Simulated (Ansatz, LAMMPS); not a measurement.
# Structural relaxation of amorphous poly(vinyl fluoride) (as short chains C22F10H36), from a frame at 300 K (136 atoms), part 2 of 3

Aim: bring amorphous poly(vinyl fluoride) (as short chains C22F10H36), from a frame at 300 K (136 atoms) to a nearby minimum of the energy and see what moves.

Ansatz 0.2.0; Kohn-Sham DFT, PBE+D3(BJ), PAW (set soft_2), plane waves.

The cell: 44 C, 20 F and 72 H. The network of contacts between molecules at the start is that of the classical potential that made the cell. The density was typed from a rule of thumb and may lie off the real one at this temperature. Sampling is at Γ alone, for a cell whose shortest periodic width is 11 Å.

So far. Step 3 (Single point at the start): The r.m.s. force component of 1.0 eV/Å and the pressure of 5.5 GPa set the starting point.

### Step 4. Relaxation

The atoms are relaxed in the fixed cell, aiming at the force tolerance of the input.

The input, input.yaml:

```yaml
crystal:
  lattice:
    - [10.78108, 0.0, 0.0]
    - [0.0, 10.78108, 0.0]
    - [0.0, 0.0, 10.78108]
  atoms:
    [... the 136 atom lines of step 3 ...]
kpoints:
  mp_grid: { grid: [1, 1, 1] }
hamiltonian:
  xc: pbe
  dispersion: d3bj
scf:
  occupations: { method: fermi_dirac, width: 0.025 }
output:
  forces: true
relax:
  f_tol: 0.05
  max_steps: 200
```

Launch:

```
$ ansatz run input.yaml --threads 4 --pin off --max-ram 8192MiB --backend cpu --events-out ev --progress --plain --runs-dir out
```

Numbers of over 12 decimals in the logs are rounded to 6 here.

Log:

```text
[...]
Crystal: 136 atoms, lattice volume = 1253.103 Å³
Basis set: ecut = 420 eV, 24405 PW (Γ), exchange–correlation on 150×150×150 points (8 copies of the dense FFT grid, shifted against one another)
Bands: 330, of which v1, the nominal top of the filled ones, is band 194 counted from 1 (193 counted from 0)
Symmetry: 1 space group operations
[...]
k-points: 1
[...]
SCF iter   1: F=—  HF=-28357.313091 eV  |F-HF|=—  |Δ(HF+E_count)|=         —  Δρ=5.04e-3  dr2=4.06e-1  ethr=1.77e-3  ⟨swp⟩=6.0  Hψ=1471  notcnv=0  defer=23
[...]
SCF iter   6: F=-28357.244392 eV  HF=-28357.244398 eV  |F-HF|=6.29e-6  |Δ(HF+E_count)|=   1.99e-5  Δρ=5.10e-5  dr2=2.76e-5  ethr=1.61e-8  ⟨swp⟩=3.0  Hψ=949  notcnv=0
SCF 1 converged in 6 iterations: F = -28357.244392 eV  dr2 = 2.76e-5
[...]
relax step   1: F+E_penalty+E_count = -28357.24439195 eV  Δ(F+E_penalty+E_count) = +0.000e0 eV  max|allowed force component| = 4.528e0 eV/Å  Δτ_max = 0.0000 Å  (6 SCF iters, dr2 threshold 6.25e-5 eV, accepted)
[...]
relax step   2: F+E_penalty+E_count = -28363.19778405 eV  Δ(F+E_penalty+E_count) = -5.953e0 eV  max|allowed force component| = 1.993e0 eV/Å  Δτ_max = 0.1922 Å  (6 SCF iters, dr2 threshold 1.00e-4 eV, accepted)
[...]
relax step   3: F+E_penalty+E_count = -28364.32163082 eV  Δ(F+E_penalty+E_count) = -1.124e0 eV  max|allowed force component| = 6.627e-1 eV/Å  Δτ_max = 0.1933 Å  (6 SCF iters, dr2 threshold 1.00e-4 eV, accepted)
relax step   4: F+E_penalty+E_count = -28364.53611529 eV  Δ(F+E_penalty+E_count) = -2.145e-1 eV  max|allowed force component| = 1.817e-1 eV/Å  Δτ_max = 0.1947 Å  (6 SCF iters, dr2 threshold 4.86e-5 eV, accepted)
relax step   5: F+E_penalty+E_count = -28364.60934093 eV  Δ(F+E_penalty+E_count) = -7.323e-2 eV  max|allowed force component| = 1.580e-1 eV/Å  Δτ_max = 0.2000 Å  (9 SCF iters, accepted)
relax step   6: F+E_penalty+E_count = -28364.66518606 eV  Δ(F+E_penalty+E_count) = -5.585e-2 eV  max|allowed force component| = 1.361e-1 eV/Å  Δτ_max = 0.1950 Å  (9 SCF iters, accepted)
relax step   7: F+E_penalty+E_count = -28364.69658552 eV  Δ(F+E_penalty+E_count) = -3.140e-2 eV  max|allowed force component| = 1.259e-1 eV/Å  Δτ_max = 0.1952 Å  (6 SCF iters, dr2 threshold 1.37e-5 eV, accepted)
relax step   8: F+E_penalty+E_count = -28364.72762926 eV  Δ(F+E_penalty+E_count) = -3.104e-2 eV  max|allowed force component| = 1.005e-1 eV/Å  Δτ_max = 0.1982 Å  (7 SCF iters, dr2 threshold 1.18e-5 eV, accepted)
relax step   9: F+E_penalty+E_count = -28364.75327324 eV  Δ(F+E_penalty+E_count) = -2.564e-2 eV  max|allowed force component| = 1.294e-1 eV/Å  Δτ_max = 0.1967 Å  (7 SCF iters, dr2 threshold 6.44e-6 eV, accepted)
relax step  10: F+E_penalty+E_count = -28364.76623981 eV  Δ(F+E_penalty+E_count) = -1.297e-2 eV  max|allowed force component| = 1.475e-1 eV/Å  Δτ_max = 0.1359 Å  (7 SCF iters, dr2 threshold 1.07e-5 eV, accepted)
relax step  11: F+E_penalty+E_count = -28364.77655444 eV  Δ(F+E_penalty+E_count) = -1.031e-2 eV  max|allowed force component| = 1.066e-1 eV/Å  Δτ_max = 0.0718 Å  (6 SCF iters, dr2 threshold 2.18e-5 eV, accepted)
relax step  12: F+E_penalty+E_count = -28364.78919064 eV  Δ(F+E_penalty+E_count) = -1.264e-2 eV  max|allowed force component| = 7.745e-2 eV/Å  Δτ_max = 0.1550 Å  (7 SCF iters, dr2 threshold 5.94e-6 eV, accepted)
relax step  13: F+E_penalty+E_count = -28364.79455220 eV  Δ(F+E_penalty+E_count) = -5.362e-3 eV  max|allowed force component| = 8.314e-2 eV/Å  Δτ_max = 0.1087 Å  (7 SCF iters, dr2 threshold 3.13e-6 eV, accepted)
relax step  14: F+E_penalty+E_count = -28364.79981226 eV  Δ(F+E_penalty+E_count) = -5.260e-3 eV  max|allowed force component| = 7.932e-2 eV/Å  Δτ_max = 0.1293 Å  (7 SCF iters, dr2 threshold 3.65e-6 eV, accepted)
relax step  15: F+E_penalty+E_count = -28364.80289685 eV  Δ(F+E_penalty+E_count) = -3.085e-3 eV  max|allowed force component| = 7.199e-2 eV/Å  Δτ_max = 0.1017 Å  (6 SCF iters, dr2 threshold 5.73e-6 eV, accepted)
relax step  16: F+E_penalty+E_count = -28364.80442148 eV  Δ(F+E_penalty+E_count) = -1.525e-3 eV  max|allowed force component| = 7.409e-2 eV/Å  Δτ_max = 0.0408 Å  (5 SCF iters, dr2 threshold 4.27e-6 eV, accepted)
relax step  17: F+E_penalty+E_count = -28364.80532961 eV  Δ(F+E_penalty+E_count) = -9.081e-4 eV  max|allowed force component| = 4.202e-2 eV/Å  Δτ_max = 0.0309 Å  (6 SCF iters, dr2 threshold 4.52e-6 eV, accepted)
[...]
relax step  18: F+E_penalty+E_count = -28364.80532966 eV  Δ(F+E_penalty+E_count) = -4.940e-8 eV  max|allowed force component| = 4.208e-2 eV/Å  Δτ_max = 0.0000 Å  (3 SCF iters, accepted)
SCF converged after 3 iterations
Free energy (F): -28364.805330 eV
[...]
Internal energy: -28364.805330 eV  (E = F + TS)
E sigma→0 (E₀):  -28364.805330 eV
Fermi energy:    1.850050 eV
[...]
--- Forces (eV/Å), atoms counted from 1 ---
  atom   1  C     -0.00036726    -0.00236520    -0.00115962
  atom   2  C     -0.00005628     0.00357257     0.00251767
  atom   3  C      0.00032145    -0.01225500     0.00399179
  atom   4  F     -0.00295812     0.00347128     0.00607576
  atom   5  C     -0.00272770     0.00699298    -0.00165628
  atom   6  C      0.00341536    -0.00286740    -0.00489594
  atom   7  F      0.00128069     0.00160070     0.00020004
  atom   8  C      0.00108071    -0.00022614     0.00223251
  atom   9  C      0.00314033     0.00176744    -0.00433049
  atom  10  F     -0.00164304    -0.00059910     0.00266475
  atom  11  C     -0.00144420    -0.00537096    -0.00147118
  atom  12  C      0.00114937     0.00618458     0.00214060
  atom  13  F     -0.00150367    -0.00173019     0.00141389
  atom  14  C      0.00273039     0.00191702     0.00398106
[...]
atom 135  H      0.00006859     0.00173044     0.00053446
  atom 136  H      0.00052211    -0.00031481     0.00160255
  max |Σ_I F_I| component: 1.59e-4 eV/Å
--- Relaxed structure (18 steps of the walk, 18 accepted, 0 SCFs on fresh bases) ---
  F+E_penalty+E_count = -28364.80532966 eV   max|allowed force component| = 4.208e-2 eV/Å
  atoms:
    - { symbol: C, position: [0.469105, 0.359896, 0.246757] }
    - { symbol: C, position: [0.376224, 0.276899, 0.179884] }
    - { symbol: C, position: [0.242789, 0.321736, 0.187700] }
    - { symbol: F, position: [0.235954, 0.440504, 0.128859] }
[...]
- { symbol: H, position: [0.311534, 0.877322, 0.365650] }
```

Elapsed: 59 s, on 4 threads of Intel Xeon 6975P-C (Granite Rapids), shared host; peak memory 1.5 GiB.

The steps of the relaxation:

```
step  energy less that of the first step (eV)  largest force component (eV/Å)
   1                                   0.0000                          4.5275
   2                                  -5.9534                          1.9927
   3                                  -7.0772                          0.6627
   4                                  -7.2917                          0.1817
   5                                  -7.3649                          0.1580
   6                                  -7.4208                          0.1361
   7                                  -7.4522                          0.1259
   8                                  -7.4832                          0.1005
   9                                  -7.5089                          0.1294
  10                                  -7.5218                          0.1475
  11                                  -7.5322                          0.1066
  12                                  -7.5448                          0.0775
  13                                  -7.5502                          0.0831
  14                                  -7.5554                          0.0793
  15                                  -7.5585                          0.0720
  16                                  -7.5600                          0.0741
  17                                  -7.5609                          0.0420
  18                                  -7.5609                          0.0421
```

The atoms that moved most (Å):

| atom | dx | dy | dz | length |
| --- | --- | --- | --- | --- |
| F25 | 0.028 | 1.163 | 0.016 | 1.164 |
| H103 | 0.303 | -0.931 | 0.509 | 1.103 |
| H59 | -0.423 | 0.720 | -0.610 | 1.034 |
| H102 | 0.440 | -0.689 | 0.611 | 1.020 |
| H62 | 0.167 | 0.877 | 0.390 | 0.974 |
| H101 | -0.005 | -0.944 | 0.233 | 0.973 |
| C69 | 0.268 | -0.765 | 0.508 | 0.956 |
| H67 | 0.491 | 0.050 | 0.803 | 0.943 |

The relaxation changed the energy by -55.6 meV/atom, and atoms moved by 0.57 Å r.m.s., 1.2 Å at most.

### Step 5. Distances and neighbours after relaxation

Bonds before and after, by the cutoffs listed below:

| pair | bonds before | bonds after | mean before (Å) | mean after (Å) | spread before (Å) | spread after (Å) |
| --- | --- | --- | --- | --- | --- | --- |
| H-C | 72 | 72 | 1.091 | 1.099 | 0.030 | 0.002 |
| C-C | 42 | 42 | 1.516 | 1.520 | 0.026 | 0.004 |
| C-F | 20 | 20 | 1.362 | 1.427 | 0.030 | 0.005 |

Density 1.3 g/cm³, 9.214 Å³ an atom.

g(r), total and by pair (bins of 0.2 Å):

| r (Å) | total | H-H | H-C | H-F | C-C | C-F | F-F |
| --- | --- | --- | --- | --- | --- | --- | --- |
| 1.00 | 2.47 | 0.00 | 7.20 | 0.00 | 0.00 | 0.00 | 0.00 |
| 1.20 | 0.81 | 0.00 | 2.36 | 0.00 | 0.00 | 0.00 | 0.00 |
| 1.40 | 0.53 | 0.00 | 0.00 | 0.00 | 0.00 | 5.60 | 0.00 |
| 1.60 | 0.97 | 0.00 | 0.00 | 0.00 | 9.30 | 0.00 | 0.00 |
| 1.80 | 0.55 | 1.96 | 0.00 | 0.00 | 0.00 | 0.00 | 0.00 |
| 2.00 | 0.32 | 0.19 | 0.00 | 1.69 | 0.00 | 0.00 | 0.00 |
| 2.20 | 1.72 | 0.42 | 4.49 | 0.40 | 0.00 | 0.00 | 0.00 |
| 2.40 | 1.05 | 1.41 | 0.00 | 1.72 | 0.00 | 4.00 | 0.00 |
| 2.60 | 1.56 | 1.75 | 0.64 | 3.31 | 3.14 | 0.00 | 0.00 |
| 2.80 | 1.03 | 0.95 | 1.52 | 1.34 | 0.00 | 0.21 | 0.60 |
| 3.00 | 0.91 | 1.35 | 0.69 | 0.70 | 0.16 | 1.52 | 1.07 |
| 3.20 | 0.64 | 0.75 | 0.48 | 0.50 | 0.65 | 1.06 | 0.71 |
| 3.40 | 0.92 | 0.72 | 0.86 | 1.68 | 0.09 | 1.33 | 1.08 |
| 3.60 | 0.63 | 0.65 | 0.72 | 0.56 | 0.08 | 0.83 | 0.97 |
| 3.80 | 0.84 | 1.13 | 0.59 | 0.67 | 0.74 | 1.19 | 1.39 |
| 4.00 | 0.80 | 0.76 | 0.76 | 0.92 | 0.69 | 0.92 | 1.10 |
| 4.20 | 1.14 | 1.07 | 1.34 | 1.00 | 0.85 | 1.03 | 1.39 |
| 4.40 | 1.00 | 1.18 | 0.88 | 0.75 | 0.84 | 1.29 | 1.95 |
| 4.60 | 1.00 | 0.91 | 1.08 | 0.84 | 1.31 | 0.84 | 1.20 |
| 4.80 | 1.07 | 1.19 | 0.96 | 1.18 | 0.92 | 1.20 | 0.87 |
| 5.00 | 1.06 | 1.03 | 1.12 | 1.30 | 1.01 | 0.70 | 0.81 |
| 5.20 | 1.09 | 0.96 | 1.27 | 1.01 | 1.23 | 0.96 | 0.64 |

Bonds by pair of elements; cutoffs follow the first minimum of g(r), held within bounds set by covalent radii, and pairs that aren't listed don't count as bonded:

| pair A-B | cutoff (Å) | bonds | mean length (Å) | spread (Å) | shortest (Å) | B about A | A about B |
| --- | --- | --- | --- | --- | --- | --- | --- |
| H-C | 1.34 | 72 | 1.10 | 0.002 | 1.09 | 1 | 1.64 |
| C-C | 1.85 | 42 | 1.52 | 0.004 | 1.51 | 1.91 | 1.91 |
| C-F | 1.62 | 20 | 1.43 | 0.005 | 1.42 | 0.455 | 1 |

How many atoms have how many bonded neighbours:

```csv
element,mean,1,4
C,4,0,44
F,1,20,0
H,1,72,0
```

Bond angles (no mean is given where the spread exceeds 20°):

| angle | count | mean (°) | spread (°) |
| --- | --- | --- | --- |
| C-C-H | 132 | 109 | 1.3 |
| C-C-C | 40 | 115 | 1.7 |
| C-C-F | 40 | 108 | 1.2 |
| H-C-H | 32 | 107 | 0.9 |
| F-C-H | 20 | 105 | 0.4 |

Counting bonds as in the table, all C atoms have 4, all F atoms have 1 and all H atoms have 1 bonded neighbour. The C-C-H angle averages 109° with a spread of 1.3°.

(Continued in part 3 of 3.)

[Logs are printed without paths, hosts, clocks, repeated set-up lines and the standing remarks that a program may print on its own settings, such as how far it seeks lower states.]

[Hosts, paths, dates, database ids (printed as entryN), source tags and the programs' standing remarks are cut or masked in the printed files.]
